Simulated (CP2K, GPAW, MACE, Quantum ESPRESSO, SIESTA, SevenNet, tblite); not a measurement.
# GPAW runs on twisted graphene bilayer, 46.83° (76 atoms), part 2 of 2

Aim: run twisted graphene bilayer, 46.83° (76 atoms) in GPAW and see how near its forces come to a plane-wave reference, and at what cost.

Program: GPAW 26.7.0; the method stands at each step. Banners, paths, timers and routine set-up lines are dropped from the logs unmarked, and long logs keep their key lines alone; longer cuts are marked.

So far. Step 3 (PBE, plane waves 450 eV): Against the first run (7.5 %), the force difference from the reference is 0.39 %, at 3.1 times the CPU time (on 2 against 1 cores). Step 4 (PBE, LCAO dzp, h 0.16 Å): Against the first run (7.5 %), the force difference from the reference is 7.8 %, at 1.5 times the CPU time: the change moves forces by 18 meV/Å r.m.s., so most of the difference comes from elsewhere.

## 5. PBE, LCAO dzp, h 0.2 Å, other mixer settings

Method: Kohn-Sham DFT, PBE, PAW, atomic orbitals (dzp).

The input, run.py:

```python
import numpy as np
from ase.io import read
from gpaw import GPAW, FermiDirac, Mixer

atoms = read("structure.xyz")
atoms.calc = GPAW(
    mode="lcao",
    basis="dzp",
    h=0.2,
    xc="PBE",
    kpts={"size": (1, 1, 1), "gamma": True},
    occupations=FermiDirac(0.05),
    mixer=Mixer(0.03, 7, 100),
    maxiter=200,
    symmetry={"point_group": False},
    txt="gpaw.txt",
)
energy = atoms.get_potential_energy(force_consistent=True)
forces = atoms.get_forces()
print(f"energy {energy:.6f} eV")
print("forces (eV/A)")
for i, (a, f) in enumerate(zip(atoms, forces)):
    print(f"{i:4d} {a.symbol:2s} {f[0]:10.5f} {f[1]:10.5f} {f[2]:10.5f}")
print(f"Fermi level {atoms.calc.get_fermi_level():.4f} eV")
for k in range(len(atoms.calc.get_ibz_k_points())):
    for s in range(atoms.calc.get_number_of_spins()):
        e = atoms.calc.get_eigenvalues(kpt=k, spin=s)
        n = np.searchsorted(e, atoms.calc.get_fermi_level())
        print(f"k {k} spin {s} levels about the Fermi level:", np.round(e[max(n - 6, 0):n], 4).tolist(), "|", np.round(e[n:n + 6], 4).tolist())
```

The input, structure.xyz:

```xyz
76
Lattice="10.72290 0.00000 0.00000 -5.36145 9.28630 0.00000 0.00000 0.00000 17.43000" Properties=species:S:1:pos:R:3 pbc="T T T"
[... 76 atom lines left out: the same atoms as in the first run ...]
```

The run is started by

```console
OMP_NUM_THREADS=1 python run.py > output.txt
```

Numbers of over 12 decimals in the logs are rounded to 6 here.

Output:

```text
energy -679.886135 eV
forces (eV/A)
   0 C    -1.08814   -0.73938    0.28216
   1 C     1.50312   -0.44981   -0.30003
   2 C    -1.03909    1.09697   -0.16700
   3 C     2.29041    0.60234   -0.49950
   4 C    -2.66027    1.38714   -0.26620
   5 C     1.68272   -3.04374    0.37419
   6 C     3.04377    0.67827   -0.13834
   7 C    -1.54154    0.17607    0.17910
   8 C    -3.18498    0.58519    0.24632
   9 C    -1.24087   -2.70137   -0.09788
  10 C    -2.41834   -1.38080    0.38425
  11 C     1.85026    1.34011   -0.53881
  12 C     0.81585    0.67749   -0.20846
  13 C    -1.63922   -0.12478    0.12903
  14 C     1.12012    0.65285   -0.02165
  15 C     0.99264   -1.02313    0.06973
  16 C     0.24885   -0.26408    0.56262
  17 C     0.51353    0.68486   -0.46226
  18 C    -1.21250    1.38719   -0.07716
  19 C     0.95846   -1.65822   -0.66687
  20 C     1.35086    0.41728   -0.59692
  21 C     0.01875    1.06052    0.05407
  22 C    -2.65927    3.17637   -0.07134
  23 C     3.04281   -3.56212    0.32829
[...]
68 C     0.24824    2.06860    0.36172
  69 C    -0.06445   -0.38191   -0.25402
  70 C    -1.51754   -1.14582    0.23768
  71 C    -2.59602   -0.85144   -0.03090
  72 C    -1.32717    0.25015    0.51980
  73 C     2.47463   -1.02354   -0.26737
  74 C     1.20787    0.62520   -0.32063
  75 C    -0.89039    0.94453    0.86396
Fermi level -0.5478 eV
k 0 spin 0 levels about the Fermi level: [-2.2156, -2.1781, -2.1441, -2.108, -2.0543, -1.9872] | [1.7473, 1.7876, 1.9366, 1.9493, 1.9743, 2.0141]
```

gpaw.txt:

```text
Input parameters:
  mode=LCAO(),
  basis={'default': 'dzp'},
  h=0.2,
  kpts=MonkhorstPack(size=(1, 1, 1), gamma=True),
  maxiter=200,
  mixer=Pulay(name='pulay', nmaxold=7, beta=0.03, weight=100, sigma=0.015, g_ss=None),
  occupations=Occupations(name='fermi-dirac', width=0.05, fixmagmom=False),
  symmetry=Symmetry(point_group=False),
  xc=XC(name='PBE')
Unit cell  # Å
[... lines left out ...]
  Fermi-Dirac:
[... lines left out ...]
convergence criteria:
- Maximum [total energy] change in last 3 cyles: 0.0005 eV / valence electron
[... lines left out ...]
Converged in 12 steps
[... lines left out ...]
  Free energy:    -679.886135
  Extrapolated:   -679.886135
dipole moment: (-0.937731, 2.321442, -0.000971)  # |e|*Ang
Fermi level: -0.548
Eigenvalues  # (at kpt = [0.000, 0.000, 0.000])
| band index |      eig [eV] | occ [0-2] |
|------------|---------------|-----------|
|          0 |       -19.904 |     2.000 |
|        ... |               |           |
|        144 |        -2.703 |     2.000 |
|        145 |        -2.644 |     2.000 |
[...]
|        159 |         2.102 |     0.000 |
|        ... |               |           |
|        186 |         7.761 |     0.000 |
Gap: 3.735 eV
Transition (v -> c):
  (s=0, k=0, n=151, [0.00, 0.00, 0.00]) -> (s=0, k=0, n=152, [0.00, 0.00, 0.00])
No difference between direct/indirect transitions
Force computation time: 14.417  # s
timing:  # [seconds]
  Total:  93.900  # ━━━━━━━━━━━━━━━━━━━━━━━━━━━━━━━━━━━━━━━━━━━━━━━━━━━━━━━━━
  Init:    7.090  # ━━━━╸
  SCF:    72.349  # ━━━━━━━━━━━━━━━━━━━━━━━━━━━━━━━━━━━━━━━━━━━━
  Forces: 14.417  # ━━━━━━━━━
```

Elapsed: 95 s, on 1 thread of Arm Neoverse V1, shared host; peak memory 0.83 GiB.

Against the reference:

```yaml
r_m_s_force_component: 1.288 eV/Å
r_m_s_difference_of_force_components: 91.83 meV/Å
longest_difference_of_force_vectors: 388.7 meV/Å
force_difference_over_r_m_s_force: 7.589 %
slope_of_forces_against_the_reference_s: 1.063
correlation_of_force_components: 0.9992
energy_less_the_same_level_run_s: 0 meV/atom
r_m_s_force_difference_from_the_same_level_run: 1.433 meV/Å
```

Against the first run (7.5 %), the force difference from the reference is 7.6 %, at 1.2 times the CPU time: another solver or mixer reaches the same state.

## 6. PBE, LCAO szp(dzp), h 0.2 Å

Method: Kohn-Sham DFT, PBE, PAW, atomic orbitals (szp(dzp)).

run.py: that of step 5 with these lines changed.

```diff
@@ -2,3 +2,3 @@
 from ase.io import read
-from gpaw import GPAW, FermiDirac, Mixer
+from gpaw import GPAW, FermiDirac
 
@@ -7,3 +7,3 @@
     mode="lcao",
-    basis="dzp",
+    basis="szp(dzp)",
     h=0.2,
@@ -12,3 +12,2 @@
     occupations=FermiDirac(0.05),
-    mixer=Mixer(0.03, 7, 100),
     maxiter=200,
```

structure.xyz is that of step 5.

Output:

```text
energy -616.321380 eV
forces (eV/A)
   0 C    -1.17129   -0.76149    0.25170
   1 C     1.62877   -0.39217   -0.10421
   2 C    -1.11306    1.11185   -0.04690
   3 C     2.46437    0.58753   -0.23997
   4 C    -2.71957    1.45301   -0.05918
   5 C     1.66858   -3.15549    0.32479
[...]
73 C     2.51574   -1.00758   -0.25176
  74 C     1.31522    0.53673   -0.27765
  75 C    -0.91835    0.92651    0.49502
Fermi level -1.6569 eV
k 0 spin 0 levels about the Fermi level: [-4.2228, -4.1896, -4.1524, -4.1164, -4.0691, -3.9997] | [-0.4101, -0.3551, -0.2068, -0.1938, -0.1705, -0.1385]
```

gpaw.txt:

```text
Input parameters:
  mode=LCAO(),
  basis={'default': 'szp(dzp)'},
  h=0.2,
  kpts=MonkhorstPack(size=(1, 1, 1), gamma=True),
  maxiter=200,
  occupations=Occupations(name='fermi-dirac', width=0.05, fixmagmom=False),
[... lines left out ...]
  Fermi-Dirac:
[... lines left out ...]
convergence criteria:
- Maximum [total energy] change in last 3 cyles: 0.0005 eV / valence electron
[... lines left out ...]
Converged in 8 steps
[... lines left out ...]
  Free energy:    -616.321380
[... lines left out ...]
Fermi level: -1.657
[... lines left out ...]
|        ... |               |           |
|        186 |         5.373 |     0.000 |
Gap: 3.590 eV
Transition (v -> c):
  (s=0, k=0, n=151, [0.00, 0.00, 0.00]) -> (s=0, k=0, n=152, [0.00, 0.00, 0.00])
No difference between direct/indirect transitions
Force computation time: 10.441  # s
timing:  # [seconds]
  Total:  53.344  # ━━━━━━━━━━━━━━━━━━━━━━━━━━━━━━━━━━━━━━━━━━━━━━━━━━━━━━━━━
  Init:    7.297  # ━━━━━━━━
  SCF:    35.553  # ━━━━━━━━━━━━━━━━━━━━━━━━━━━━━━━━━━━━━━
  Forces: 10.441  # ━━━━━━━━━━━
```

The job ended after 55 s (1 thread; peak memory 0.89 GiB).

Compared with the plane-wave run:

| Quantity | Value |
| --- | --- |
| r.m.s. force component | 1.302 eV/Å |
| r.m.s. difference of force components | 180.5 meV/Å |
| longest difference of force vectors | 633.3 meV/Å |
| force difference over r.m.s. force | 14.92 % |
| slope of forces against the reference's | 1.067 |
| correlation of force components | 0.9923 |

This is a coarse setting, run to see what it loses.

Against the first run (7.5 %), the force difference from the reference is 15 %, at 0.71 times the CPU time, with 684 basis functions against 988: the smaller basis costs accuracy.

## 7. All runs compared

Differences are against the plane-wave reference, forces as r.m.s. over components; share is that over the reference's r.m.s. force, slope the least-squares factor from reference forces to these. Total energies of different programs have different zeros and aren't compared.

```tsv
run	Δ force, r.m.s. (meV/Å)	share (%)	slope	cores	CPU time	memory (GiB)
reference	-	-	-	4	8.3 min	3.5
GPAW PBE, LCAO dzp, h 0.2 Å	91.1	7.53	1.063	1	77 s	0.92
GPAW PBE, plane waves 450 eV	4.71	0.389	1.002	2	4 min	1.4
GPAW PBE, LCAO dzp, h 0.16 Å	94.4	7.80	1.065	1	1.9 min	1.6
GPAW PBE, LCAO dzp, h 0.2 Å, other mixer settings	91.8	7.59	1.063	1	95 s	0.83
GPAW PBE, LCAO szp(dzp), h 0.2 Å (coarse)	181	14.9	1.067	1	55 s	0.89
```

Rows marked coarse were listed beforehand as settings not expected to be converged; some can still land near the reference.

CPU time is summed over cores on a shared host, where runs went side by side, so it is rough. Symmetry, cutoffs, thresholds, outputs and thread counts weren't matched or tuned between programs; memory under MPI is the largest rank's times the ranks.

Within one program, basis, potentials and functional, energies share a zero. Each run against its twin at the usual cutoff or grid and solver:

```tsv
run	twin	Δ energy (meV/atom)	Δ force, r.m.s. (meV/Å)	CPU time over the twin's
GPAW PBE, LCAO dzp, h 0.16 Å	LCAO dzp, h 0.2 Å	-78.2	18.4	1.5
GPAW PBE, LCAO dzp, h 0.2 Å, other mixer settings	LCAO dzp, h 0.2 Å	0	1.43	1.2
```

## 8. Outcome

```
nearest in forces : GPAW PBE, plane waves 450 eV, 0.39 %
its CPU time      : 4 min
```

What this shows: PBE on plane waves or a grid with other potentials, cutoffs or grids, coarse settings apart, differs from the reference by 0.39 % (GPAW PBE, plane waves 450 eV) of the r.m.s. force; this holds the reference's own error, so differences of a few per cent don't tell which side is nearer the exact PBE result. The PBE runs in local orbitals, coarse settings apart, differ by 7.5 % (GPAW PBE, LCAO dzp, h 0.2 Å) to 7.8 % (GPAW PBE, LCAO dzp, h 0.16 Å); basis, grid and potentials can all enter. Runs with settings chosen to be coarse differ by 15 % (GPAW PBE, LCAO szp(dzp), h 0.2 Å), their programs' other errors included. Of the electronic-structure runs that take under half the reference's CPU time, GPAW PBE, plane waves 450 eV comes nearest, at 0.39 % in 4 min against 8.3 min. The reference's PBE has no dispersion term, which matters for the binding between molecules or layers. One k-point is far too coarse for the carbon or group-IV sheet, and it can put spurious forces of up to about 1 eV/Å on the sheet's atoms. The electronic-structure runs sample only Γ, in a cell whose shortest periodic width is 9 Å.

[Also dropped from logs without a mark: logging warnings of Python, and SIESTA's first energy breakdown and zero terms.]

[Logs are printed without paths, hosts, clocks, repeated set-up lines and the standing remarks that a program may print on its own settings, such as how far it seeks lower states.]

[Hosts, paths, dates, database ids (printed as entryN), source tags and the programs' standing remarks are cut or masked in the printed files.]
